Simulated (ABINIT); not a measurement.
# BaLiCl3 (Pm-3m): Raman and infrared activity

Aim: Raman and infrared lines of BaLiCl3 (Pm-3m).

Program: ABINIT 10.8.3. Level of theory: DFT LDA, scalar-relativistic, plane waves, PseudoDojo norm-conserving pseudopotentials. Results are calculated unless marked as measured.

This is a report of a sequence of runs, with most program output left out.

The structure was built from a prototype and need not be the compound's stable phase.

## 1. Starting point

It takes space group Pm-3m (No. 221, cubic). Conventional cell: a = 4.195 Å, b = 4.195 Å, c = 4.195 Å, α = 90.00°, β = 90.00°, γ = 90.00°. Nearest to Ba lie 12 Cl at 2.97 Å. Nearest to Li lie 6 Cl at 2.10 Å. Nearest to Cl lie 2 Li at 2.10 Å and 4 Ba at 2.97 Å. Farther neighbours and most contacts between anions are not listed.

## 2. A first look

A first run with smearing and empty bands tells whether the crystal has a gap, which decides between fixed occupations and smearing later on.

Input file probe.abi:

```
# ground state
tolvrs 1.0d-08
prtden 1
prtwf 1

# basis, mesh and filling
ecut 33.0
ngkpt 4 4 4
nshiftk 1
shiftk 0.0 0.0 0.0
istwfk *1
occopt 7
tsmear 0.005
nband 25
nstep 100
diemac 9.0
prtebands 0
prtgsr 0

# cell and atoms
acell 3*1.0 Angstrom
rprim 
    4.19539 0.0 0.0
    0.0 4.19539 0.0
    0.0 0.0 4.19539
ntypat 3
znucl 56 3 17
natom 5
typat 1 2 3 3 3
xred 
    0.0 0.0 0.0
    0.5 0.5 0.5
    0.0 0.5 0.5
    0.5 0.5 0.0
    0.5 0.0 0.5
pp_dirpath "./pseudo"
pseudos "Ba.upf, Li.upf, Cl.upf"
```

On the command line:

```
$ OMP_NUM_THREADS=1 mpirun -n 4 abinit probe.abi > probe.log
```

Wall time 14 s (4 MPI ranks of Arm Neoverse V1, shared host); 54 s of CPU time.

Read from the output:

```
volume per atom   : 14.77 Å³
pressure          : 35.77 GPa
gap on the k-mesh : 3.223 eV
```

A gap of 3.2 eV opens on this mesh, so the crystal is taken as an insulator; the printed pressure holds the stress of the finite basis too.

## 3. Rough relaxation

The typed start is rough, so a first relaxation with smearing and loose thresholds takes it towards rest cheaply.

Input file prerelax.abi:

```
# relaxation
ionmov 2
optcell 2
dilatmx 1.15
chkdilatmx 0
ntime 40
tolmxf 3.0d-04
tolvrs 1.0d-10
prtwf 0
prtden 0
chksymtnons 0

# basis, mesh and filling
ecut 33.0
ecutsm 3.0
ngkpt 4 4 4
nshiftk 1
shiftk 0.0 0.0 0.0
istwfk *1
occopt 7
tsmear 0.005
nband 25
nstep 100
diemac 9.0
prtebands 0
prtgsr 0

# cell and atoms
acell 3*1.0 Angstrom
rprim 
    4.19539 0.0 0.0
    0.0 4.19539 0.0
    0.0 0.0 4.19539
ntypat 3
znucl 56 3 17
natom 5
typat 1 2 3 3 3
xred 
    0.0 0.0 0.0
    0.5 0.5 0.5
    0.0 0.5 0.5
    0.5 0.5 0.0
    0.5 0.0 0.5
pp_dirpath "./pseudo"
pseudos "Ba.upf, Li.upf, Cl.upf"
```

On the command line:

```
$ OMP_NUM_THREADS=1 mpirun -n 4 abinit prerelax.abi > prerelax.log
```

It took 91 s on 4 MPI ranks.

Step by step:

| step | energy less that of the first step (eV) | largest force (eV/Å) | volume (Å³) |
| --- | --- | --- | --- |
| 1 | 0.0000 | 0.0000 | 73.84 |
| 2 | -1.4159 | 0.0000 | 82.24 |
| 3 | -2.4011 | 0.0000 | 96.35 |
| 4 | -2.5109 | 0.0000 | 102.46 |
| 5 | -2.5199 | 0.0000 | 104.70 |
| 6 | -2.5200 | 0.0000 | 104.99 |

| cell as run | before | after | change |
| --- | --- | --- | --- |
| a (Å) | 4.195 | 4.717 | +12.4 % |
| b (Å) | 4.195 | 4.717 | +12.4 % |
| c (Å) | 4.195 | 4.717 | +12.4 % |
| volume (Å³/atom) | 14.77 | 21.00 | +42.2 % |

Final coordinates:

```xyz
5
Lattice="4.7175 0.0000 0.0000 0.0000 4.7175 0.0000 0.0000 0.0000 4.7175" Properties=species:S:1:pos:R:3 pbc="T T T"
Ba    0.0000    0.0000    0.0000
Li    2.3587    2.3587    2.3587
Cl    0.0000    2.3587    2.3587
Cl    2.3587    2.3587    0.0000
Cl    2.3587    0.0000    2.3587
```

This step gave:

```yaml
volume_per_atom: 21.00 Å³
pressure: 0.004573 GPa
gap_on_the_k_mesh: 3.981 eV
```

The volume changes by +42.2 % in this run and stands +42.2 % from the first cell.

## 4. Rough relaxation

The cell changed much, so the rough relaxation is repeated on a basis made for the new cell.

prerelax.abi, as its differences from that of step 3:

```diff
@@ -30,5 +30,5 @@
 rprim 
-    4.19539 0.0 0.0
-    0.0 4.19539 0.0
-    0.0 0.0 4.19539
+    4.717486322 0.0 0.0
+    0.0 4.717486322 0.0
+    0.0 0.0 4.717486322
 ntypat 3
```

Wall time 28 s (4 MPI ranks).

Little changed from the start: no atom moved by 0.005 Å and no cell edge by 0.1 %.

Numbers from this step:

- pressure: 0.004582 GPa

The volume changes by +0.0 % in this run and stands +42.2 % from the first cell.

## 5. Relaxation

The harmonic expansion needs vanishing forces, and a free crystal bears no stress, so cell and atoms are brought to rest. Stress is more sensitive to the basis than forces are: the last 3 Ha under the cutoff are smoothed with ecutsm, and the cutoff is raised above that of the later runs.

Input file relax.abi:

```
# relaxation
ionmov 2
optcell 2
dilatmx 1.08
ntime 40
tolmxf 1.0d-05
tolvrs 1.0d-14
prtwf 0
prtden 0
chksymtnons 0

# basis, mesh and filling
ecut 41.0
ecutsm 3.0
ngkpt 4 4 4
nshiftk 1
shiftk 0.0 0.0 0.0
istwfk *1
occopt 1
nband 17
nstep 100
diemac 9.0
prtebands 0
prtgsr 0

# cell and atoms
acell 3*1.0 Angstrom
rprim 
    4.717486325 0.0 0.0
    0.0 4.717486325 0.0
    0.0 0.0 4.717486325
ntypat 3
znucl 56 3 17
natom 5
typat 1 2 3 3 3
xred 
    0.0 0.0 0.0
    0.5 0.5 0.5
    0.0 0.5 0.5
    0.5 0.5 0.0
    0.5 0.0 0.5
pp_dirpath "./pseudo"
pseudos "Ba.upf, Li.upf, Cl.upf"
```

On the command line:

```
$ OMP_NUM_THREADS=1 mpirun -n 4 abinit relax.abi > relax.log
```

Run time: 62 s. Hardware: 4 MPI ranks.

Little changed from the start: no atom moved by 0.005 Å and no cell edge by 0.1 %.

Numbers from this step:

```
pressure : 5.54e-7 GPa
```

The volume changes by +0.0 % in this run and stands +42.2 % from the first cell.

## 6. Self-consistent run for the response

First-order wavefunctions inherit every error of the ground state, hence the very tight tolvrs. The mesh is shifted off Γ, since shifted meshes converge sums over the zone faster.

Input file gs.abi:

```
# ground state
tolvrs 1.0d-16
prtden 1
prtwf 1

# basis, mesh and filling
ecut 33.0
ngkpt 4 4 4
nshiftk 1
shiftk 0.5 0.5 0.5
istwfk *1
occopt 1
nband 17
nstep 100
diemac 9.0
prtebands 0
prtgsr 0

# cell and atoms
acell 3*1.0 Angstrom
rprim 
    4.717606447 0.0 0.0
    0.0 4.717606447 0.0
    0.0 0.0 4.717606447
ntypat 3
znucl 56 3 17
natom 5
typat 1 2 3 3 3
xred 
    0.0 0.0 0.0
    0.5 0.5 0.5
    0.0 0.5 0.5
    0.5 0.5 0.0
    0.5 0.0 0.5
pp_dirpath "./pseudo"
pseudos "Ba.upf, Li.upf, Cl.upf"
```

On the command line:

```
$ OMP_NUM_THREADS=1 mpirun -n 4 abinit gs.abi > gs.log
```

Elapsed: 7.3 s, on 4 MPI ranks.

This step gave:

| Item | Value |
| --- | --- |
| pressure | -0.05831 GPa |

The cell stands at -0.058 GPa, close enough for phonons.

## 7. Empty bands

Empty bands on the ground state's density check that the gap assumed so far is there in this cell.

Input file gap.abi:

```
# empty bands on the ground state's density
iscf -2
getden_filepath "gso_DEN"
tolwfr 1.0d-12
nbdbuf 2
prtwf 0

# basis, mesh and filling
ecut 33.0
ngkpt 4 4 4
nshiftk 1
shiftk 0.0 0.0 0.0
istwfk *1
occopt 1
nband 21
nstep 100
diemac 9.0
prtebands 0
prtgsr 0

# cell and atoms
acell 3*1.0 Angstrom
rprim 
    4.717606447 0.0 0.0
    0.0 4.717606447 0.0
    0.0 0.0 4.717606447
ntypat 3
znucl 56 3 17
natom 5
typat 1 2 3 3 3
xred 
    0.0 0.0 0.0
    0.5 0.5 0.5
    0.0 0.5 0.5
    0.5 0.5 0.0
    0.5 0.0 0.5
pp_dirpath "./pseudo"
pseudos "Ba.upf, Li.upf, Cl.upf"
```

On the command line:

```
$ OMP_NUM_THREADS=1 mpirun -n 4 abinit gap.abi > gap.log
```

It took 11 s on 4 MPI ranks.

In this cell the gap on the mesh is 4.0 eV, indirect (smallest direct 4.0 eV), so fixed occupations hold.

## 8. Linear response at Γ

The derivative of the wavefunctions by k comes first, since the response to a field is built on it; then the field and the displacements that symmetry doesn't supply are solved at q = 0. By the 2n+1 theorem the first-order wavefunctions also give third derivatives: Raman tensors and the non-linear susceptibility.

It reads the wavefunctions written in step 6.

Input file dfpt_gamma.abi:

```
ndtset 3

# common to the responses
getwfk_filepath "gso_WFK"
kptopt 2
nqpt 1
qpt 0.0 0.0 0.0
asr 0
chneut 0

# d/dk
rfelfd1 2
rfdir1 1 1 1
iscf1 -3
tolwfr1 1.0d-20

# displacements, field
rfphon2 1
rfatpol2 1 5
rfdir2 1 1 1
rfelfd2 3
getddk2 1
tolvrs2 1.0d-10
prepanl2 1
prtden2 1

# third order
optdriver3 5
getden_filepath3 "gso_DEN"
get1den3 2
get1wf3 2
getddk3 1
d3e_pert1_elfd3 1
d3e_pert1_phon3 1
d3e_pert1_atpol3 1 5
d3e_pert1_dir3 1 1 1
d3e_pert2_elfd3 1
d3e_pert2_dir3 1 1 1
d3e_pert3_elfd3 1
d3e_pert3_dir3 1 1 1
usepead3 1
tolvrs3 1.0d-10

# basis, mesh and filling
ecut 33.0
ngkpt 4 4 4
nshiftk 1
shiftk 0.5 0.5 0.5
istwfk *1
occopt 1
nband 17
nstep 100
diemac 9.0
prtebands 0
prtgsr 0

# cell and atoms
acell 3*1.0 Angstrom
rprim 
    4.717606447 0.0 0.0
    0.0 4.717606447 0.0
    0.0 0.0 4.717606447
ntypat 3
znucl 56 3 17
natom 5
typat 1 2 3 3 3
xred 
    0.0 0.0 0.0
    0.5 0.5 0.5
    0.0 0.5 0.5
    0.5 0.5 0.0
    0.5 0.0 0.5
pp_dirpath "./pseudo"
pseudos "Ba.upf, Li.upf, Cl.upf"
```

On the command line:

```
$ OMP_NUM_THREADS=1 mpirun -n 4 abinit dfpt_gamma.abi > dfpt_gamma.log
```

Wall time 4.7 min (4 MPI ranks).

Read from the output:

```
miss of the charge sum rule                                       : 0.005131 e
largest acoustic frequency at the zone centre before the sum rule : 0.51 cm⁻¹
highest optical zone-centre mode (no LO-TO term)                  : 358.6 cm⁻¹
lowest optical zone-centre mode                                   : 60.52 cm⁻¹
mean high-frequency dielectric constant                           : 3.689
largest Born charge in size (third of the trace)                  : 2.907 e
```

Born charge (rows field, columns displacement), before the sum rule (e), principal values of the symmetric part by kind of site:

| atom | atoms with these values | low | middle | high | mean |
| --- | --- | --- | --- | --- | --- |
| Ba1 | 1 | 2.91 | 2.91 | 2.91 | 2.91 |
| Li2 | 1 | 1.11 | 1.11 | 1.11 | 1.11 |
| Cl3 | 3 | -1.40 | -1.40 | -1.23 | -1.34 |

In full for Li2:

```
1.11 0.00 0.00
0.00 1.11 0.00
0.00 0.00 1.11
```

High-frequency dielectric tensor:

```
3.69 0.00 0.00
0.00 3.69 0.00
0.00 0.00 3.69
```

The acoustic modes at Γ come out as far as 0.5 cm⁻¹ from zero, where they should vanish, a small numerical error; the Born charges miss their sum rule by 0.0051 e, which is good.

## 9. Modes with the sum rule

anaddb reads the merged derivatives, imposes the acoustic sum rule and charge neutrality, and adds the LO-TO term along chosen directions.

Input file anaddb.abi:

```
ddb_filepath "gamma_DDB"
output_file "anaddb.abo"
outdata_prefix "anaddb"
asr 1
chneut 1
enunit 2
eivec 1
nph1l 1
qph1l 0.0 0.0 0.0 1.0
dieflag 1
nph2l 3
qph2l 
    1.0 0.0 0.0 0.0
    0.0 0.0 1.0 0.0
    1.0 1.0 1.0 0.0
nlflag 1
ramansr 1
alphon 1
prtmbm 1
```

Input file mrgddb.in:

```
gamma_DDB
merged
3
dfpt_gammao_DS2_DDB
dfpt_gammao_DS3_DDB
gso_DDB
```

On the command line:

```
$ mrgddb < mrgddb.in > mrgddb.log
$ OMP_NUM_THREADS=1 anaddb anaddb.abi > anaddb.log
```

It took 1.5 s on 1 thread.

Numbers from this step:

* mean static dielectric constant: 23.53
* highest mode moved by the LO-TO term: 397.6 cm⁻¹

No LO-TO term; unit eigenvectors of the mass-weighted matrix, from anaddb's displacements. The modes at Γ (shares of kinetic energy by element, %):

| mode | frequency (cm⁻¹) | symmetry | Ba % | Li % | Cl % |
| --- | --- | --- | --- | --- | --- |
| 1 | 0.0 | acoustic | 55 | 3 | 42 |
| 2 | 0.0 | acoustic | 55 | 3 | 42 |
| 3 | 0.0 | acoustic | 55 | 3 | 42 |
| 4 | 60.5 | T1u | 45 | 3 | 52 |
| 5 | 60.5 | T1u | 45 | 3 | 52 |
| 6 | 60.5 | T1u | 45 | 3 | 52 |
| 7 | 103.8 | T2u | 0 | 0 | 100 |
| 8 | 103.8 | T2u | 0 | 0 | 100 |
| 9 | 103.8 | T2u | 0 | 0 | 100 |
| 10 | 189.3 | T1u | 0 | 18 | 82 |
| 11 | 189.3 | T1u | 0 | 18 | 82 |
| 12 | 189.3 | T1u | 0 | 18 | 82 |
| 13 | 358.6 | T1u | 0 | 76 | 24 |
| 14 | 358.6 | T1u | 0 | 76 | 24 |
| 15 | 358.6 | T1u | 0 | 76 | 24 |

Displacements in mode 4 (60.5 cm⁻¹), the largest set to 1:
```
Ba1  0.00  0.00  0.81
Li2  0.00  0.00 -0.88
Cl3  0.00  0.00 -0.99
Cl4  0.00  0.00 -1.00
Cl5  0.00  0.00 -0.99
```

Displacements in mode 10 (189.3 cm⁻¹), the largest set to 1:
```
Ba1  0.00  0.00  0.00
Li2  0.00  0.00  1.00
Cl3  0.00  0.00 -0.44
Cl4  0.00  0.00  0.70
Cl5  0.00  0.00 -0.44
```

Trace of the oscillator strength, degenerate modes summed. Lines of the infrared spectrum (strongest = 100):

| position (cm⁻¹) | lines merged | IR intensity, relative |
| --- | --- | --- |
| 60 | 3 | 75 |
| 104 | 3 | 0.0 |
| 189 | 3 | 31 |
| 359 | 3 | 100 |

Static dielectric tensor (ions relaxed, fixed cell):

```
23.53  0.00  0.00
 0.00 23.53  0.00
 0.00  0.00 23.53
```

The rule moves no optical mode by more than 0.1 cm⁻¹.

## 10. Results

| Quantity | Value |
| --- | --- |
| space group after relaxation | Pm-3m |
| volume per atom | 21.0 Å³ |
| highest optical zone-centre mode (no LO-TO term) | 358.6 cm⁻¹ |
| lowest optical zone-centre mode | 60.5 cm⁻¹ |
| highest mode moved by the LO-TO term | 397.6 cm⁻¹ |
| mean high-frequency dielectric constant | 3.69 |
| largest Born charge in size (third of the trace) | 2.91 e |
| mean static dielectric constant | 23.5 |
| imaginary optical modes at the zone centre (no q mesh in this session) | none |

**Reading.** No mode is Raman active in this structure; the strongest infrared line lies at 359 cm⁻¹. At the LDA level the optical modes of BaLiCl3 (Pm-3m) at the zone centre (no LO-TO term) run from 61 to 359 cm⁻¹. Along the directions run, the highest mode that the macroscopic field moves lies at 398 cm⁻¹. Lattice motion raises the mean dielectric constant from 3.689 to 23.53. These are harmonic frequencies at zero temperature: anharmonic shifts and linewidths and thermal expansion are left out. Spin-orbit coupling is left out, which can matter for the heavy elements here. The structure is a hypothetical one, built on a prototype.

[Host names and launcher messages were left out of these logs when they were recorded.]

[Logs are printed without paths, hosts, clocks, repeated set-up lines and the standing remarks that a program may print on its own settings, such as how far it seeks lower states.]

[Hosts, paths, dates, database ids (printed as entryN), source tags and the programs' standing remarks are cut or masked in the printed files.]
